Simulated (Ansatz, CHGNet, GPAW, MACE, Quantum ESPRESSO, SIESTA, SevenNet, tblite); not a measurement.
# Ru(0001) slab (54 atoms) in other programs, against a plane-wave reference

Wanted: errors and costs of other methods on Ru(0001) slab (54 atoms). A plane-wave run serves as the reference.

Method: Kohn-Sham DFT, PBE, PAW, plane waves, in Ansatz 0.2.0.

## Step 1: The starting structure

The cell holds 54 atoms: 54 Ru. Cell: a = 8.118 Å, b = 8.118 Å, c = 22.705 Å, α = 90.0°, β = 90.0°, γ = 60.0°. It derives from Ru (hcp). Hcp Ru (a = 2.706 Å, c = 4.282 Å), (0001) slab of 3 repeat layers, 3 x 3 surface cells, 12 Å of vacuum; not relaxed, displaced by a Gaussian of 0.02 Å. Then every atom was moved at random, 0.02 Å r.m.s. a Cartesian component. Vacuum lies along c.

## Step 2: Reference: Ansatz, plane waves

The PAW files are the set soft_2.

The input, input.yaml:

```yaml
crystal:
  lattice:
    - [8.118, 0.0, 0.0]
    - [4.059, 7.03039, 0.0]
    - [0.0, 0.0, 22.705]
  atoms:
    - { symbol: Ru, position: [0.99092, 0.00056, 0.2661] }
    - { symbol: Ru, position: [0.88787, 0.22409, 0.35782] }
    - { symbol: Ru, position: [0.999, 0.99781, 0.4518] }
    - { symbol: Ru, position: [0.90044, 0.21479, 0.54758] }
    [... 44 atom lines left out ...]
    - { symbol: Ru, position: [0.66358, 0.67429, 0.26232] }
    - { symbol: Ru, position: [0.56228, 0.88401, 0.35649] }
    - { symbol: Ru, position: [0.66396, 0.67028, 0.4525] }
    - { symbol: Ru, position: [0.54749, 0.89681, 0.54503] }
    - { symbol: Ru, position: [0.66357, 0.66919, 0.6425] }
    - { symbol: Ru, position: [0.55823, 0.88827, 0.73532] }
kpoints:
  mp_grid: { grid: [1, 1, 1] }
hamiltonian:
  xc: pbe
scf:
  occupations: { method: fermi_dirac, width: 0.05 }
output:
  forces: true
  eigenvalues: true
  populations: true
```

The run is started by

```console
$ ansatz run input.yaml --threads 4 --pin off --max-ram 8192MiB --backend cpu --events-out ev --progress --plain --runs-dir out
```

The program printed:

```text
[...]
Pseudopotentials: kind: paw
Pseudopotential: Ru, paw, valence charge 16, recommended cutoff 420 eV (normal), Ru.paw.azcp
[... 5 lines on functional and potentials left out ...]
Crystal: 54 atoms, lattice volume = 1295.836 Å³
Basis set: ecut = 420 eV, 25377 PW (Γ), exchange–correlation on 120×120×320 points (8 copies of the dense FFT grid, shifted against one another)
Bands: 519, of which v1, the nominal top of the filled ones, is band 432 counted from 1 (431 counted from 0)
Symmetry: 1 space group operations
Space group: P1 (ITA 1), of the structure as read, at distance tolerance 1.1e-4 Å
k-points: 1
[... 3 lines on functional and potentials left out ...]
Initial density: superposition of atomic densities (neutral atoms: chi_scale 0, normalization atom), corrected by the library's trained network
Initial wavefunctions: pseudopotential atomic-orbital guess
[...]
SCF iter   1: F=—  HF=-317395.647259 eV  |F-HF|=—  |Δ(HF+E_count)|=         —  Δρ=1.64e-2  dr2=2.35e1  ethr=1.77e-3  ⟨swp⟩=7.0  Hψ=1934  notcnv=0  defer=2
preconditioner: auto → LDOS  [metal: Δε(μ)=0.008 eV  Ē_g=4.027 eV  σ=0.050 eV  W_gap=0.04  n_scr=372 (ndim 8)  ℏωp=21.4 eV  f_vac=0.382  D(μ)=133.16/eV (n_scr^D=1782)  β→1.0]
[...]
SCF iter  11: F=—  HF=-317395.490703 eV  |F-HF|=—  |Δ(HF+E_count)|=   1.72e-7  Δρ=3.40e-6  dr2=2.99e-7  ethr=1.65e-10  ⟨swp⟩=2.0  Hψ=727  notcnv=0  defer=8
SCF iter  12: F=-317395.490703 eV  HF=-317395.490703 eV  |F-HF|=5.82e-11  |Δ(HF+E_count)|=   1.53e-8  Δρ=1.18e-6  dr2=3.70e-8  ethr=1.16e-11  ⟨swp⟩=12.0  Hψ=1648  notcnv=0
SCF 1 converged in 12 iterations: F = -317395.490703 eV  dr2 = 3.70e-8
[...]
SCF converged after 12 iterations
Free energy (F): -317395.490703 eV
Harris-Foulkes:  -317395.490703 eV  (|F-HF|=5.82e-11)
Internal energy: -317394.381844 eV  (E = F + TS)
E sigma→0 (E₀):  -317394.936274 eV
Entropy (-TS):   -1.108859 eV (-20.534 meV/atom)
Fermi energy:    11.500604 eV
--- Per-component energies (eV) ---
[...]
Σ components = -317395.490703   (vs F -317395.490703, Δ=0.00e0)
--- Forces (eV/Å), atoms counted from 1 ---
  atom   1  Ru     0.15657076     0.62643940     1.19942884
  atom   2  Ru     0.12481485    -0.22025812    -1.02783259
  atom   3  Ru    -0.09007876    -0.19349353    -0.07004598
  atom   4  Ru    -0.12477492     0.30727416    -0.56141532
[...]
atom  54  Ru    -0.01068138     0.05745610    -1.09974674
  max |Σ_I F_I| component: 5.75e-5 eV/Å
--- Band table (eV) ---
  k-point 0: bands = ["-61.9233", "-61.8744", "-61.8555", "-61.8288", [... 503 levels ...], "12.9268", "12.9581", "12.9718", "12.9807", "13.6012", "13.6267", "13.6532", "13.6573", "13.6796", "13.6876", "15.3146", "15.3462"]
--- Löwdin populations: 54 sites ---
  site symbol       q [e]
     0     Ru     15.9328
     1     Ru     15.9300
     2     Ru     15.8896
[...]
53     Ru     15.9521
  spilling = 0.005271 (of n_electrons = 864.000000)
```

It took 30 s on 4 threads of Arm Neoverse V1, shared host; peak memory 2 GiB; 1.9 min of CPU time.

In the SCF lines HF is the Harris–Foulkes energy and dr2 the Hartree energy of the density residual, in eV; the loop may stop once dr2 is under the threshold and the program's other checks hold. Hψ counts applications of the Hamiltonian.

Read from the output:

```
free energy                             : -317395.4907 eV
free energy per atom                    : -5877.6943 eV/atom
SCF cycles                              : 12
r.m.s. force component                  : 0.5556 eV/Å
longest force                           : 1.432 eV/Å
Fermi energy                            : 11.5 eV
levels partly filled by over 2 per cent : 22
spilling of the projection              : 0.005271
```

Neighbours are counted within 3.18 Å (Ru-Ru).

Length of the force by element and coordination:

```tsv
element	coordination	atoms	mean length of the force (eV/Å)	spread	least	most
Ru	all	54	0.898	0.345	0.225	1.43
Ru	9	18	1.19	0.207	0.799	1.43
Ru	12	36	0.751	0.305	0.225	1.23
```

The mean of these charges, 0.084 e, is only the charge that the projection spills.

Löwdin charges by element and coordination (they lack the spilled electrons, 0.084 e an atom on average):

```tsv
element	coordination	atoms	mean charge (e)	spread	least	most
Ru	all	54	0.0843	0.0245	0.0479	0.125
Ru	9	18	0.0565	0.0049	0.0479	0.0672
Ru	12	36	0.0983	0.0174	0.07	0.125
```

The levels nearest the highest filled one (over half full), pooled over k-points and spins:

```tsv
level less the highest filled one (eV)	occupation
-0.0942	1.75
-0.0727	1.64
-0.0308	1.33
-0.0242	1.27
-0.0106	1.14
0	1.03
0.0045	0.987
0.0202	0.831
0.0255	0.78
0.0279	0.757
0.0381	0.664
0.0474	0.584
```

## Step 3: The ladder

The programs:
- CHGNet: machine-learned potential, published weights.
- MACE: machine-learned potential, published weights.
- Quantum ESPRESSO 7.5: plane waves; labels (QE) give functional, pseudopotential set and cutoffs of waves/density.
- SIESTA 5.4.2: numerical atomic orbitals, whose automatically made sets are far from complete, with PseudoDojo norm-conserving potentials that we converted to its format (checked against plane waves on the same files for H, C, O, Si, Ge and Ca alone); labels give functional, basis size, energy shift and mesh cutoff.
- SevenNet: machine-learned potential, published weights.

All use the same cell and atoms; the electronic-structure runs use the same k-mesh, and an electronic temperature of 580 K (0.05 eV) where levels are smeared.

Differences are against the plane-wave reference, forces as r.m.s. over components; share is that over the reference's r.m.s. force, slope the least-squares factor from reference forces to these. Total energies of different programs have different zeros and aren't compared.

```tsv
run	Δ force, r.m.s. (meV/Å)	share (%)	slope	cores	CPU time	memory (GiB)
reference	-	-	-	4	1.9 min	2.0
CHGNet r2SCAN potential	339	61.0	0.494	1	3.8 s	1.1
MACE MP-0b2 small potential	526	94.7	0.455	1	6.3 s	0.65
QE PBE, sssp-1.3.0-efficiency, 45/360 Ry	9.38	1.69	0.987	4	14 min	1.8
SIESTA BLYP, PBE potentials, DZP, shift 0.01 Ry, mesh 300 Ry	276	49.6	0.693	2	6.3 min	1.2
SIESTA PBE, DZP, shift 0.01 Ry, mesh 100 Ry (coarse)	103	18.6	0.925	2	2 min	0.59
SIESTA PBE, DZP, shift 0.01 Ry, mesh 300 Ry	98.8	17.8	0.923	2	6.1 min	1.2
SIESTA PBE, SZP, shift 0.01 Ry, mesh 300 Ry (coarse)	145	26.0	0.913	1	4.8 min	0.85
SIESTA PBE, TZP, shift 0.01 Ry, mesh 300 Ry	76.4	13.8	0.946	2	9.3 min	1.4
SevenNet 0 potential	448	80.6	0.383	1	7.8 s	0.73
```

Rows marked coarse were listed beforehand as settings not expected to be converged; some can still land near the reference.

Times of the machine-learned potentials are mostly Python's start and the loading of weights.

CPU time is summed over cores on a shared host, where runs went side by side, so it is rough. Symmetry, cutoffs, thresholds, outputs and thread counts weren't matched or tuned between programs; memory under MPI is the largest rank's times the ranks.

Runs without a result: GPAW PBE, LCAO dzp, h 0.2 Å (cut off at its time limit of 6.5 min); GPAW PBE, LCAO sz(dzp), h 0.2 Å (cut off at its time limit of 2.8 min); GPAW LDA, LCAO dzp, h 0.2 Å (cut off at its time limit of 6.5 min); GPAW PBE, LCAO szp(dzp), h 0.2 Å (cut off at its time limit of 4.2 min).

Within one program, basis, potentials and functional, energies share a zero. Each run against its twin at the usual cutoff or grid and solver:

```tsv
run	twin	Δ energy (meV/atom)	Δ force, r.m.s. (meV/Å)	CPU time over the twin's
SIESTA PBE, DZP, shift 0.01 Ry, mesh 100 Ry	DZP, shift 0.01 Ry, mesh 300 Ry	-19.0	24.2	0.32
```

## Step 4: Summary of results

```
reference r.m.s. force component                       : 0.556 eV/Å
nearest in forces                                      : QE PBE, sssp-1.3.0-efficiency, 45/360 Ry, 1.7 %
farthest in forces                                     : MACE MP-0b2 small potential, 95 %
cheapest electronic-structure run beside the reference : SIESTA PBE, DZP, shift 0.01 Ry, mesh 100 Ry, 2 min of CPU time
```

What this shows: PBE on plane waves or a grid with other potentials, cutoffs or grids, coarse settings apart, differs from the reference by 1.7 % (QE PBE, sssp-1.3.0-efficiency, 45/360 Ry) of the r.m.s. force; this holds the reference's own error, so differences of a few per cent don't tell which side is nearer the exact PBE result (QE's 45 Ry are 612 eV, against the reference's 420 eV). The PBE runs in local orbitals, coarse settings apart, differ by 14 % (SIESTA PBE, TZP, shift 0.01 Ry, mesh 300 Ry) to 18 % (SIESTA PBE, DZP, shift 0.01 Ry, mesh 300 Ry); basis, grid and potentials can all enter. Machine-learned potentials differ by 61 % (CHGNet r2SCAN potential) to 95 % (MACE MP-0b2 small potential); they were trained on other programs' data, some at another functional. The reference samples few k-points for this cell, and its sampling error, which other DFT runs on the same mesh share, can be part of so large a difference. Among those trained on PBE data the slope goes as low as 0.38, with a correlation of 0.59, so directions differ as well as sizes. Rows with another functional or a dispersion term differ by 50 % (SIESTA BLYP, PBE potentials, DZP, shift 0.01 Ry, mesh 300 Ry), which mixes the change of model with differences of basis and potentials, some of them made for another functional. Runs with settings chosen to be coarse differ by 19 % (SIESTA PBE, DZP, shift 0.01 Ry, mesh 100 Ry) to 26 % (SIESTA PBE, SZP, shift 0.01 Ry, mesh 300 Ry), their programs' other errors included. None of the electronic-structure runs in the table takes under half the reference's CPU time of 1.9 min; they take 1.0 to 7.3 times as much. In the reference: 22 levels are partly filled, by over 2 % (at Γ alone), as in a metal. In the reference: forces differ by site in this geometry: Ru atoms with 9 neighbours bear 1.2 eV/Å on average, against 0.75 eV/Å for those with 12. Machine-learned potentials mimic data converged in k, so the reference's own k-point error enters their differences. The electronic-structure runs sample only Γ, in a cell whose shortest periodic width is 7 Å, which is coarse for a cell with partly filled levels.

[Also dropped from logs without a mark: logging warnings of Python, and SIESTA's first energy breakdown and zero terms.]

[Logs are printed without paths, hosts, clocks, repeated set-up lines and the standing remarks that a program may print on its own settings, such as how far it seeks lower states.]

[Hosts, paths, dates, database ids (printed as entryN), source tags and the programs' standing remarks are cut or masked in the printed files.]
